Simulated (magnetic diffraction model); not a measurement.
# Solving a magnetic structure from powder neutron data: GaFeSO2

Space group Pnma (no. 62), a = 5.6000 Å, b = 7.9160 Å, c = 5.4280 Å.

| site | atom | x | y | z |
| --- | --- | --- | --- | --- |
| 4c | Ga | 0.9414 | 3/4 | 0.0226 |
| 4b | Fe | 0 | 1/2 | 1/2 |
| 4c | S | 0.5383 | 3/4 | 0.8911 |
| 8d | O | 0.2769 | 0.4427 | 0.6960 |

This is a made-up structure (elements placed in a structure type, unrelaxed), so the numbers test the method and describe no known phase.

Only Fe is taken to order (form factors of Fe3+); orders and moment sizes are assumed, and not adapted to the symmetry. Radiation: neutrons of λ = 1.594 Å, 5° to 50°; isotropic B of 0.24 Å² (Ga), 0.18 Å² (Fe), 0.26 Å² (S) and 0.29 Å² (O). The intensities are simulated: I ∝ L Σ (|F_N|² + |F_M⊥|²) for unpolarised neutrons, with F_M = 2.695 fm/μB × Σ f(s) S exp(2πi Q·r) exp(−B s²) at Q = H ± k (one set where k and −k are equivalent), only the part normal to Q counting and L = 1/(sin²θ cos θ). For collinear order S is the moment m, which repeats by lattice and centring translations R with the sign exp(−2πi k·R). Form factors are spin-only for 3d ions and dipole or tabulated for f ions, scattering lengths are Sears's of 1992, and absorption is left out. A label names one of the reflections at its angle. The strongest nuclear line in the range is 100, and lines under 0.2 are left out.

Above the ordering temperature:

| 2θ (°) | index | I |
| --- | --- | --- |
| 20.51 | (0 1 1) | 6.6 |
| 23.23 | (0 2 0) | 17.6 |
| 23.60 | (1 0 1) | 9.4 |
| 26.35 | (1 1 1) | 2.7 |
| 33.08 | (2 0 0) | 5.8 |
| 33.35 | (1 2 1) | 100.0 |
| 34.16 | (0 0 2) | 8.3 |
| 35.15 | (2 1 0) | 1.2 |
| 37.36 | (2 0 1) | 1.0 |
| 38.09 | (1 0 2) | 10.7 |
| 39.23 | (2 1 1) | 8.0 |
| 39.25 | (0 3 1) | 21.7 |
| 39.94 | (1 1 2) | 9.9 |
| 40.81 | (2 2 0) | 8.3 |
| 41.72 | (0 2 2) | 4.2 |
| 42.78 | (1 3 1) | 14.3 |
| 44.46 | (2 2 1) | 5.8 |
| 45.10 | (1 2 2) | 9.3 |
| 47.50 | (0 4 0) | 31.7 |
| 48.28 | (2 0 2) | 77.4 |
| 49.04 | (2 3 0) | 6.5 |
| 49.82 | (2 1 2) | 7.9 |

Below it (cell unchanged):

```csv
2θ (°),I
8.42,109.4
18.43,8.5
20.51,6.6
23.23,17.6
23.60,9.4
24.75,20.1
25.45,9.4
26.35,2.7
29.82,17.1
30.41,8.3
33.08,5.8
33.35,100.0
34.16,8.3
34.19,0.5
34.73,8.0
35.15,1.2
37.36,1.0
38.09,10.7
38.61,9.5
39.23,8.0
39.25,21.7
39.94,9.9
40.81,8.3
41.72,4.2
41.75,3.3
42.19,1.6
42.78,14.3
43.07,2.0
44.46,5.8
45.10,9.3
46.37,2.8
47.50,31.7
48.28,77.4
48.33,2.8
48.71,2.8
49.04,6.5
```
(The table stops after 36 lines; 2 more lie at higher angle.)

**Question.** Find the propagation vector, then choose among these models:
A. collinear moments along [100], 3.93 μB on Fe; signs + at (0, 1/2, 1/2), + at (1/2, 1/2, 0), − at (1/2, 0, 0), − at (0, 0, 1/2)
B. collinear moments along [100], 3.93 μB on Fe; signs + at (0, 1/2, 1/2), + at (1/2, 1/2, 0), + at (1/2, 0, 0), + at (0, 0, 1/2)
C. collinear moments along [110], 3.93 μB on Fe; signs + at (0, 1/2, 1/2), + at (1/2, 1/2, 0), − at (1/2, 0, 0), − at (0, 0, 1/2)
D. collinear moments along [110], 3.93 μB on Fe; signs + at (0, 1/2, 1/2), + at (1/2, 1/2, 0), + at (1/2, 0, 0), + at (0, 0, 1/2)

The new lines index as (0 0 1/2) at 8.42°, (1 0 1/2) at 18.43°, (0 2 1/2) at 24.75° and (0 0 3/2) at 25.45°, that is as H ± k with k = (0 0 1/2). Half indices mean that the moments reverse under translations with k·R a half-integer, and the magnetic cell has twice the primitive volume.

Magnetic intensity, observed (below minus above) and for each model:

| 2θ (°) | index | observed | A | B | C | D |
| --- | --- | --- | --- | --- | --- | --- |
| 8.42 | (0 0 1/2) | 109.4 | <0.2 | 109.4 | <0.2 | 109.4 |
| 14.32 | (0 1 1/2) | <0.2 | 71.4 | <0.2 | 40.3 | <0.2 |
| 18.43 | (1 0 1/2) | 8.5 | <0.2 | 8.5 | <0.2 | 29.9 |
| 21.81 | (1 1 1/2) | <0.2 | 23.8 | <0.2 | 34.1 | <0.2 |
| 24.75 | (0 2 1/2) | 20.1 | <0.2 | 20.1 | <0.2 | 8.3 |
| 28.03 | (0 1 3/2) | <0.2 | 14.6 | <0.2 | 12.9 | <0.2 |
| 29.82 | (1 2 1/2) | 17.1 | <0.2 | 17.1 | <0.2 | 12.1 |
| 32.63 | (1 1 3/2) | <0.2 | 14.3 | <0.2 | 15.9 | <0.2 |

Model B matches.

The structure used: k = (0 0 1/2), collinear moments along [100], 3.93 μB on Fe; signs + at (0, 1/2, 1/2), + at (1/2, 1/2, 0), + at (1/2, 0, 0), + at (0, 0, 1/2).

[Logs are printed without paths, hosts, clocks, repeated set-up lines and the standing remarks that a program may print on its own settings, such as how far it seeks lower states.]
